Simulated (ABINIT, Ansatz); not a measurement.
# AlGa3N4 (P-43m): G0W0 with ABINIT, start to end, part 3 of 3

Aim: the G0W0 gap of AlGa3N4 (P-43m) on PBEsol, step by step.

ABINIT 10.8.3; PBEsol and many-body steps on it, plane waves. Known limits of the many-body steps: not at the basis limit; no spin-orbit coupling; coarse k mesh.

So far. Step 4 (Empty states on the mesh, 2×2×2 mesh, 206 bands): On this mesh the gap is 2.296 eV. Step 5 (Screening, 2×2×2 mesh, 188 bands, screening to 176.9 eV): Local fields lower ε∞ by 7 %. On a Γ-centred mesh this coarse the value itself is usually too large, while a short band sum pulls it down.

**6. Self-energy, 2×2×2 mesh, 188 bands, screening to 176.9 eV**

The self-energy is evaluated for the states that the input lists, and the levels follow from it, in one-shot runs by the linearised quasiparticle equation.

This step: G0W0 on PBEsol, plane waves, norm-conserving pseudopotentials.

The input, run.abi:

```
acell 3*1.0 Angstrom
rprim 
  4.471685360000 0.000000000000 0.000000000000
  0.000000000000 4.471685360000 0.000000000000
  0.000000000000 0.000000000000 4.471685360000
ntypat 3
znucl 13 31 7
natom 8
typat 1 2 2 2 3 3 3 3
xred 
  0.000000000000 0.000000000000 0.000000000000
  0.500000000000 0.500000000000 0.000000000000
  0.500000000000 0.000000000000 0.500000000000
  0.000000000000 0.500000000000 0.500000000000
  0.755714420000 0.755714420000 0.244285580000
  0.755714420000 0.244285580000 0.755714420000
  0.244285580000 0.755714420000 0.755714420000
  0.244285580000 0.244285580000 0.244285580000
pp_dirpath "pseudos"
pseudos "Al.upf, Ga.upf, N.upf"
ecut 45
ngkpt 2 2 2
nshiftk 1
shiftk 0 0 0
kptopt 1
chksymbreak 0
istwfk *1
occopt 1
irdwfk 1
optdriver 4
nband 188
gwcalctyp 0
ecutsigx 45
symsigma 1
nkptgw 1
kptgw 
  0.0000000000 0.0000000000 0.0000000000
bdgw 
  41 47
ecuteps 6.5
irdscr 1
ppmodel 1
indata_prefix "in"
outdata_prefix "out"
tmpdata_prefix "tmp"
```

Command:

```sh
$ OMP_NUM_THREADS=1 mpirun -n 4 abinit run.abi > log
```

Numbers of over 12 decimals in the logs are rounded to 6 here.

The log of the run:

```text
.Version 10.8.3 of ABINIT. v10.8.2 released Aug 2026.

 Symmetries : space group P-4 3 m (#215); Bravais cP (primitive cubic)
[... echo of the input left out ...]
== DATASET  1 ==================================================================
-   mpi_nproc: 4, omp_nthreads: 1 (-1 if OMP is not activated)

--- !DatasetInfo
iteration_state: {dtset: 1, }
dimensions: {natom: 8, nkpt: 4, mband: 188, nsppol: 1, nspinor: 1, nspden: 1, mpw: 8744, }
cutoff_energies: {ecut:  45.0, pawecutdg:  -1.0, }
electrons: {nelect:   8.60000000E+01, charge:   0.00000000E+00, occopt:   1.00000000E+00, tsmear:   1.00000000E-02, }

 SIGMA: Calculation of the GW corrections

 Based on a program developped by R.W. Godby, V. Olevano, G. Onida, and L. Reining.
 Incorporated in ABINIT by V. Olevano, G.-M. Rignanese, and M. Torrent.
.Using double precision arithmetic ; gwpc =  8

[... cell and pseudopotentials left out ...]
--------------------------------------------------------------------------------

 ==== K-mesh for the wavefunctions ====
 Number of points in the irreducible wedge :     4
[... list of points left out ...]
 Together with 24 symmetry operations and time-reversal symmetry
 yields     8 points in the full Brillouin Zone.

 ==== Q-mesh for screening function ====
 Number of points in the irreducible wedge :     4
[... list of points left out ...]
 Together with 24 symmetry operations and time-reversal symmetry
 yields     8 points in the full Brillouin Zone.

 vcoul_init : cutoff-mode = AUXILIARY_FUNCTION
 q-points for optical limit:   1
     1)      0.000010    0.000020    0.000030
 setmesh: FFT mesh size selected  =    54x   54x   54
          total number of points  =       157464

 Number of electrons calculated from density =   86.0000; Expected =   86.0000
 average of density, n =  0.142524
 r_s =    1.1876
 omega_plasma =   36.4166 [eV]

 === KS Band Gaps ===
  >>>> For spin  1
   Minimum direct gap =   2.2961 [eV], located at k-point      :   0.0000  0.0000  0.0000
   Fundamental gap    =   2.2961 [eV], Top of valence bands at :   0.0000  0.0000  0.0000
                                       Bottom of conduction at :   0.0000  0.0000  0.0000
 SIGMA fundamental parameters:
 PLASMON POLE MODEL  1
 number of plane-waves for SigmaX                 8709
 number of plane-waves for SigmaC and W            461
 number of plane-waves for wavefunctions          8709
 number of bands                                   188
 number of independent spin polarizations            1
 number of spinorial components                      1
 number of k-points in IBZ                           4
 number of q-points in IBZ                           4
 number of symmetry operations                      24
 number of k-points in BZ                            8
 number of q-points in BZ                            8
 number of frequencies for dSigma/dE                 9
 frequency step for dSigma/dE [eV]                0.25
 number of omega for Sigma on real axis              0
 max omega for Sigma on real axis  [eV]           0.00
 zcut for avoiding poles [eV]                     0.10

 EPSILON^-1 parameters (SCR file):
 dimension of the eps^-1 matrix on file            461
 dimension of the eps^-1 matrix used               461
 number of plane-waves for wavefunctions          8709
 number of bands                                   188
 number of q-points in IBZ                           4
 number of frequencies                               2
 number of real frequencies                          1
 number of imag frequencies                          1

 matrix elements of self-energy operator (all in [eV])

 Perturbative Calculation

--- !SelfEnergy_ee
iteration_state: {dtset: 1, }
kpoint     : [   0.000,    0.000,    0.000, ]
spin       : 1
KS_gap     :    2.296
QP_gap     :    3.229
Delta_QP_KS:    0.933
data: !SigmaeeData |
     Band     E0 <VxcDFT>   SigX SigC(E0)      Z dSigC/dE  Sig(E)    E-E0       E
       41   6.453 -18.191 -21.692   3.352   0.795  -0.258 -18.309  -0.118   6.335
       42   6.453 -18.191 -21.692   3.352   0.795  -0.258 -18.309  -0.118   6.335
       43   6.453 -18.191 -21.692   3.352   0.795  -0.258 -18.309  -0.118   6.335
       44   8.749 -13.984  -9.310  -3.676   0.816  -0.225 -13.170   0.815   9.564
       45   9.814 -11.751  -7.185  -3.824   0.835  -0.197 -11.131   0.620  10.434
       46   9.814 -11.751  -7.185  -3.824   0.835  -0.197 -11.131   0.620  10.434
       47   9.814 -11.751  -7.185  -3.824   0.835  -0.197 -11.131   0.620  10.434

== END DATASET(S) ==============================================================
================================================================================

 -outvars: echo values of variables after computation  --------
           etotal      0.0000000000E+00
            nband         188
             nkpt           4
          spgroup         215
 [... the other variables as echoed above ...]

 Calculation completed.
```

Wall time 33 s (4 MPI ranks of Intel Xeon Platinum 8259CL at 2.50GHz (Skylake/Cascade Lake), shared host); peak memory 1.3 GiB; 2.2 min of CPU time.

Numbers from this step:

```yaml
g0w0_gap_on_the_points_computed: 3.229 eV
starting_gap_on_the_mesh: 2.296 eV
k_of_the_valence_top: 0, 0, 0
k_of_the_conduction_bottom: 0, 0, 0
z_at_the_valence_top: 0.795
z_at_the_conduction_bottom: 0.816
least_direct_g0w0_gap_on_the_computed_points: 3.229 eV
```

The gap on the mesh goes from 2.30 eV to 3.23 eV, a correction of +0.93 eV.

Limits: finite bands, cutoff and mesh; no spin-orbit coupling; coarse k mesh. v1 is the top filled band, c1 the lowest empty one. Levels before and after the correction, in eV, zero at the valence-band top of each column:

```tsv
	conduction bottom	valence top
Kohn-Sham	2.30	0.00
G0W0	3.23	0.00
```

```tsv
	level	energy (eV)
Kohn-Sham	Γ v3-v1	0.000
Kohn-Sham	Γ c1	2.296
Kohn-Sham	Γ c2-c4	3.360
G0W0	Γ v3-v1	0.000
G0W0	Γ c1	3.229
G0W0	Γ c2-c4	4.099
```

**7. Where the time went**

Times are wall times on 4 MPI ranks of Intel Xeon Platinum 8259CL at 2.50GHz (Skylake/Cascade Lake), shared host, good to a factor of about two.

```tsv
step	time	share	memory (GiB)
ground state	4.5 min	32 %	0.56
bands along the symmetry lines	3.5 min	25 %	0.52
empty states on the mesh	3.2 min	22 %	0.54
screening	2.4 min	17 %	1.7
self-energy	33 s	4 %	1.3
```

**8. What came out**

```
PBEsol gap           : 2.30 eV, direct
G0W0 gap on the mesh : 3.23 eV
GW settings          : 2×2×2 mesh, 188 bands, screening to 176.9 eV, Godby-Needs plasmon pole
known limits         : not at the basis limit; no spin-orbit coupling; coarse k mesh
```

**Reading.** G0W0 moves the gap on the mesh from 2.30 eV to 3.23 eV (+0.93 eV), with Z of 0.80 and 0.82 at the edges. Local fields lower the RPA ε∞ on this mesh from 8.70 to 8.06; a Γ-centred mesh this coarse tends to raise both, most where the direct gap is narrow, while a short band sum lowers them. Only 1 of the mesh's irreducible points was corrected, so a valley elsewhere could overtake. Bands and cutoff are finite, so the gap is not at the basis limit. The miss can reach some tenths of an eV and take either sign; the mesh is an error of its own. In the G0W0 run levels were corrected at 1 k point alone, so a gap called «on the mesh» is the least over those, and an edge elsewhere would be missed. The 2×2×2 mesh is coarse for this cell, which bears on the long-range parts of exchange and screening. The many-body steps are scalar-relativistic: spin-orbit coupling is not in them.

[Paths, hosts, dates, memory and timing lines, banners, echoed tables and standing remarks are left out of the program output.]

[Logs are printed without paths, hosts, clocks, repeated set-up lines and the standing remarks that a program may print on its own settings, such as how far it seeks lower states.]

[Runs of the session that timed out or met a known fault of the program may be left out.]

[Hosts, paths, dates, database ids (printed as entryN), source tags and the programs' standing remarks are cut or masked in the printed files.]

[G0W0 gaps are taken among the corrected bands and points alone; a level outside them can change the order at an edge.]

[Where Ansatz stands beside ABINIT at settings called matched, ABINIT's density can come from a denser mesh and the files from another edition; pairs whose starting gaps differed by over 0.03 eV were left out, so agreement reads better than it is.]
